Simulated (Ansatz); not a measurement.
# NaVSe3 (model cell, started as cubic perovskite with V in the octahedra): phonons and vibrational spectra, part 2 of 2

Aim: the vibrations of NaVSe3 (model cell, started as cubic perovskite with V in the octahedra), their spectra, and whether the structure is stable.

Ansatz 0.2.0; DFT PBE, scalar-relativistic, plane waves, PAW.

So far. Step 3 (Tight relaxation): The forces vanish by symmetry and the pressure is -0.002 GPa, within the tolerances set. The cell now holds 23.52 Å³/atom. The relaxed cell has a = 4.899 Å (conventional setting).

The structure was built from a prototype and need not be the compound's stable phase.

### Step 4. Phonons on a q mesh

Stability and thermal properties need the whole zone. Linear response on a 2×2×2 q mesh gives force constants as far as a supercell of that size would.

File input.yaml:

```yaml
crystal:
  lattice:
    - [4.8990130555, 0.0, 0.0]
    - [0.0, 4.8990130555, 0.0]
    - [0.0, 0.0, 4.8990130555]
  atoms:
    - { symbol: Na, position: [0.0, 0.0, 0.0] }
    - { symbol: V, position: [0.5, 0.5, 0.5] }
    - { symbol: Se, position: [0.5, 0.5, 0.0] }
    - { symbol: Se, position: [0.5, 0.0, 0.5] }
    - { symbol: Se, position: [0.0, 0.5, 0.5] }
kpoints:
  mp_grid: { grid: [6, 6, 6] }
hamiltonian:
  xc: pbe
scf:
  occupations: { method: methfessel_paxton, width: 0.15 }
output:
  eigenvalues: true
phonons:
  method: dfpt
  qmesh: [2, 2, 2]
  temperatures: { t_max: 1000, t_step: 50 }
  qpath:
    path:
      - [[0.0, 0.0, 0.0], [0.0, 0.5, 0.0], [0.5, 0.5, 0.0], [0.0, 0.0, 0.0], [0.5, 0.5, 0.5], [0.0, 0.5, 0.0]]
      - [[0.5, 0.5, 0.5], [0.5, 0.5, 0.0]]
    npoints: 10
```

On the command line:

```sh
$ ansatz run input.yaml --threads 8 --pin off --max-ram 14336MiB --backend cpu --events-out ev --progress --plain --runs-dir out
```

Numbers of over 12 decimals in the logs are rounded to 6 here.

Output:

```text
[...]
Crystal: 5 atoms, lattice volume = 117.578 Å³
Basis set: ecut = 420 eV, 2325 PW (Γ), exchange–correlation on 72×72×72 points (8 copies of the dense FFT grid, shifted against one another)
Bands: 42, of which v1, the nominal top of the filled ones, is band 35 counted from 1 (34 counted from 0)
Symmetry: 48 space group operations
k-points: 20 of 216
[...]
SCF iter   1: F=—  HF=-20808.359878 eV  |F-HF|=—  |Δ(HF+E_count)|=         —  Δρ=5.90e-3  dr2=7.25e-2  ethr=1.77e-3  ⟨swp⟩=5.7  Hψ=2921  notcnv=0
[...]
SCF iter  10: F=-20808.358061 eV  HF=-20808.358061 eV  |F-HF|=7.28e-12  |Δ(HF+E_count)|=    0.00e0  S|Δr|=    0.00e0  Δρ=1.40e-8  dr2=1.57e-13  ethr=1.00e-12  ⟨swp⟩=4.5  Hψ=3588  notcnv=0
SCF 1 converged in 10 iterations: F = -20808.358061 eV  dr2 = 1.57e-13
[...]
SCF iter   5: F=-20808.358061 eV  HF=-20808.358061 eV  |F-HF|=7.28e-12  |Δ(HF+E_count)|=  3.64e-12  S|Δr|=    0.00e0  Δρ=1.30e-7  dr2=7.31e-12  ethr=1.00e-12  ⟨swp⟩=1.2  Hψ=1790  notcnv=0
SCF 2 converged in 5 iterations: F = -20808.358061 eV  dr2 = 7.31e-12
[...]
phonons: the bands overlap, so this run is a metal and interpolates without the dipole-dipole term. If the crystal is really an insulator or semiconductor, its LO-TO splitting is missing
NSCF: frozen V_eff on 20 k-points
WARN: eigensolver did not converge in 2 slots of this pass, the one above among them; of largest residual over every band (k=4): 1 band(s) unlocked (lowest unlocked band 41, counted from 0; max residual 2.67e-4 eV among the unlocked bands, 2.67e-4 eV over every band); of lowest unlocked band (k=4): band 41
[...]
DFPT response loops at q = (0, 0, 0) (fractional): preconditioner auto → Kerker (q_TF=auto, 2.502 Å⁻¹) (partly filled bands, converged f_vac=0.119); β = 1.00, the filter's whole step (`scf.mixing.beta` (0.50) is not read by the response loops under this deck's `scf.mixing.preconditioner`; to damp them name `kerker` or `kerker_dos`, under which they read `scf.mixing.beta`, and type it under 1.00, their step now; both keys bind the ground state too); Broyden in place of MSR1
[...]
SCF converged after 10 iterations
[...]
Free energy (F): -20808.358061 eV
[...]
Internal energy: -20808.341253 eV  (E = F + TS)
E sigma→0 (E₀):  -20808.353859 eV
Entropy (-TS):   -0.016808 eV (-3.362 meV/atom)
Fermi energy:    7.540076 eV
[...]
--- Band table (eV; the first three rows and the last of 20) ---
  k-point 0: bands = [... 31 lower, 6.4845, 6.6704, 6.6704, 6.6704, 7.3001, 7.3001, 7.3001, 7.7458, ... 3 higher]
  k-point 1: bands = [... 31 lower, 6.2824, 6.3174, 6.6768, 6.9563, 6.9563, 7.6627, 7.6627, 7.7518, ... 3 higher]
  k-point 2: bands = [... 31 lower, 5.2188, 6.0232, 6.6896, 7.0219, 7.0219, 7.7597, 8.1725, 8.1725, ... 3 higher]
  k-point 19: bands = [... 31 lower, 3.7513, 8.0645, 8.0645, 8.0645, 8.1941, 8.1941, 8.1941, 9.7299, ... 3 higher]
--- Phonons (Γ-DFPT): 4 representative perturbations + reference (Σ response iterations 12) ---
  ASR residual: 3.770e-5 → 0.000e0 eV/Å²; symmetrization residual: 6.735e-6 eV/Å²
  ASR residual per site (eV/Å²): 3.77e-5 9.28e-6 1.64e-5 1.64e-5 1.64e-5
  Γ frequencies (cm⁻¹): -143.71 -143.71 -143.71 -26.97 -26.97 -26.97 0.00 0.00 0.00 34.50 34.50 34.50 198.53 198.53 198.53
--- Phonons (arbitrary-q DFPT): 4 irreducible q on the 2×2×2 mesh ---
  q = [0.0000, 0.0000, 0.0000] (star 1, of the zone-centre solve; hermiticity 1.65e-6, symmetrization 1.32e-11): -143.71 -143.71 -143.71 -26.97 -26.97 -26.97 -0.00 0.00 0.00 34.50 34.50 34.50 198.53 198.53 198.53
  q = [0.0000, 0.0000, -0.5000] (star 3, 9 solved perturbations in 504 linear systems a pass and spin channel, the states on 64 of 216 k-point pairs; hermiticity 7.55e-7, symmetrization 2.91e-12): -128.80 -128.80 -11.34 -11.34 31.97 33.17 33.17 40.44 45.11 77.75 77.75 110.09 190.09 190.09 204.56
[...]
sum rule: each row above includes the acoustic sum rule's correction from the zone centre's row sums; it moved no ω² by more than (0.67 cm⁻¹)²
  mesh force constants: q→R imaginary residual 3.98e-18; ASR residual 3.770e-5 → 0.000e0 eV/Å²; symmetrization residual 9.770e-15 eV/Å²
  interpolated dispersion: 62 rows × 15 modes
  density of states and harmonic sums: on the 14×14×14 q-mesh, interpolated from the force constants of a 2×2×2 supercell (no non-analytic term)
  largest difference from the sums on the solved wave vectors: F 5.02e-2 eV, S 7.97e-5 and C_V 2.92e-5 eV/K
  zero-point energy: 0.060153 eV/cell   skipped modes (ω ≤ 0): 655, of them read as no rigid motion or as one in doubt: 652 (5.464e0 modes/cell left out, lowest -146.43 cm⁻¹)   left out of the sums: 3.64e-1 of the cell's modes: C_V's classical limit lies that fraction below 3 k_B per atom; for a crystal, a wire or a layer, F and S can be off by more, and a phonons.interpolated_qmesh denser along its periods is the remedy for the sampling
```

Elapsed: 6.6 min, on 8 threads of Arm Neoverse N1, shared host; peak memory 1.4 GiB.

Reading the cycles: dr2 is the Hartree energy of the density residual (eV), the measure of convergence; HF is the Harris–Foulkes estimate of the energy, which meets the free energy F at convergence.

This step gave:

- sum-rule residual before enforcement: 3.77e-5 eV/Å²
- lowest frequency on the path: -146.4 cm⁻¹
- point group: m-3m
- highest frequency on the path or at a solved wavevector: 249.6 cm⁻¹
- highest optical mode at the zone centre (no LO-TO term): 198.5 cm⁻¹
- lowest optical zone-centre mode: -143.7 cm⁻¹
- lowest mode on the q mesh (acoustic modes at Γ apart): -146.4 cm⁻¹

Frequencies (cm⁻¹) solved at each irreducible wavevector; negative means imaginary. Frequencies by wavevector, by row:

```
q in reciprocal lattice units  star  mode 1  mode 2  mode 3  mode 4  mode 13  mode 14  mode 15
                        0 0 0     1  -143.7  -143.7  -143.7     -27    198.5    198.5    198.5
                     0 0 -0.5     3  -128.8  -128.8   -11.3   -11.3    190.1    190.1    204.6
                  0 -0.5 -0.5     3  -107.2   -69.5   -61.6     -50    129.7    180.9    227.8
               -0.5 -0.5 -0.5     1  -146.4  -146.4   -60.7   -60.7    122.2    122.2    249.2
```

Interpolated from a 2×2×2 q mesh. Phonon branches along the path, in cm⁻¹:

```
    point  branch 1  branch 2  branch 3  branch 4  branch 12  branch 13  branch 14  branch 15
        Γ      -144      -144      -144       -27         34        198        198        198
  halfway      -136      -136       -90       -14         73        195        195        201
        X      -129      -129       -11       -11        110        190        190        205
  halfway      -117       -84       -45       -39        122        128        186        226
        M      -107       -70       -62       -50        130        130        181        228
  halfway      -126       -88       -85       -43         96        158        191        220
        Γ      -144      -144      -144       -27         34        198        198        198
  halfway       -77       -77       -77       -49        105        146        146        238
        R      -146      -146       -61       -61        122        122        122        249
  halfway       -80       -66       -56       -46        116        125        129        244
        X      -129      -129       -11       -11        110        190        190        205
jump to R      -146      -146       -61       -61        122        122        122        249
  halfway      -115       -81       -61       -43        122        126        126        248
        M      -107       -70       -62       -50        130        130        181        228
```

Tetrahedra on a 14×14×14 mesh, mean over bins of 5 cm-1. Interpolated from a 2×2×2 q mesh. Phonon density of states against wavenumber; read off at these points:

wavenumber (cm⁻¹), phonon density of states (1/cm⁻¹/cell) and a bar:
```
     -148      0.000 
     -132      0.019 ####
     -118      0.034 #######
     -108      0.034 #######
      -92      0.029 ######
      -78      0.026 #####
      -62      0.024 #####
      -52      0.069 ##############
      -48      0.088 ##################
      -38      0.062 ############
      -22      0.043 #########
       -8      0.018 ####
        2      0.016 ###
       18      0.021 ####
       32      0.122 #########################
       38      0.149 ##############################
       48      0.051 ##########
       58      0.052 ###########
       72      0.045 #########
       78      0.059 ############
       88      0.048 ##########
      102      0.047 #########
      112      0.059 ############
      118      0.091 ##################
      128      0.062 #############
      142      0.015 ###
      158      0.016 ###
      168      0.019 ####
      182      0.034 #######
      188      0.036 #######
      198      0.008 ##
      212      0.013 ###
      222      0.022 ####
      238      0.023 #####
      252      0.000
```

The partial phonon density of states has structure finer than the step of the table below, so its rows give means over 20 cm⁻¹, whole bins alone (the curve runs from -154 to 267 cm⁻¹). Peaks (cm⁻¹: height): Na -37.3: 0.0202, 34.2: 0.121; Se -50.5: 0.0600, -34.6: 0.0556, 34.2: 0.0365, 84.5: 0.0530, 95.0: 0.0424, 118.9: 0.0462, 187.7: 0.0297; V -103.4: 0.0262, -77.0: 0.0217, -47.9: 0.0115, 124.2: 0.0398.

Phonopy on the run's constants, 11x11x11 mesh, Gaussian sigma 3.0 cm-1. Interpolated from a 2×2×2 q mesh. Partial phonon density of states against wavenumber; means over each step; values in 1/cm⁻¹/cell:

```
wavenumber (cm⁻¹)       Na       Se        V
             -140   9.0e-6  0.00339  0.00718
             -120   2.3e-4  0.00869   0.0232
             -100  0.00112  0.00877   0.0190
              -80  0.00368   0.0130   0.0145
              -60  0.00661   0.0370  0.00689
              -40   0.0182   0.0478  0.00819
              -20  0.00971   0.0282  0.00283
                0  0.00246  0.00548   6.4e-4
               20   0.0131   0.0172  0.00121
               40   0.0642   0.0299  0.00163
               60   0.0179   0.0323  0.00461
               80  0.00379   0.0419  0.00531
              100  0.00244   0.0337   0.0130
              120  0.00590   0.0340   0.0297
              140   6.3e-4   0.0119  0.00511
              160   5.6e-5   0.0136  0.00211
              180   2.3e-5   0.0255  0.00271
              200   9.6e-6   0.0131  0.00109
              220   3.3e-6   0.0195   5.9e-4
              240   3.3e-6   0.0230   3.7e-4
```

Symmetry leaves 4 wavevectors to solve. The lowest mode among them, the acoustic zeros apart, lies at q = (-0.5, -0.5, -0.5) and is imaginary, 146.4i cm⁻¹, so the energy falls along it.

### Step 5. Summary of results

```yaml
space_group_after_relaxation_within_0p01_a: Pm-3m
volume_per_atom: 23.5 Å³
electronic_character: no gap on this mesh
highest_optical_mode_at_the_zone_centre_no_lo_to_term: 199 cm⁻¹
lowest_optical_zone_centre_mode: -144 cm⁻¹
lowest_mode_on_the_q_mesh_acoustic_modes_at_gamma_apart: -146 cm⁻¹
highest_frequency_on_the_path_or_at_a_solved_wavevector: 250 cm⁻¹
imaginary_modes_on_the_2x2x2_q_mesh: yes
```

What this shows: Modes are clearly imaginary (beyond 10i cm⁻¹) at 4 of the 4 irreducible wavevectors, most at q = (-0.5, -0.5, -0.5) (146.4i cm⁻¹), so this structure is not a minimum of the energy. The optical modes at Γ span -144 to 199 cm⁻¹ (negative means imaginary). With no gap, or one that is small against the smearing, the frequencies hang on the k mesh and the smearing, most of all near Kohn anomalies. The phonon runs are without spin polarisation, although V often carries a moment. A phonon run warned that its eigensolver left some bands unconverged in a pass. The starting cell was built on a prototype and not taken from a measurement, so the phase need not exist. These are harmonic frequencies at zero temperature: anharmonic shifts, linewidths and thermal expansion are left out.

[Logs are printed without paths, hosts, clocks, repeated set-up lines and the standing remarks that a program may print on its own settings, such as how far it seeks lower states.]

[Hosts, paths, dates, database ids (printed as entryN), source tags and the programs' standing remarks are cut or masked in the printed files.]
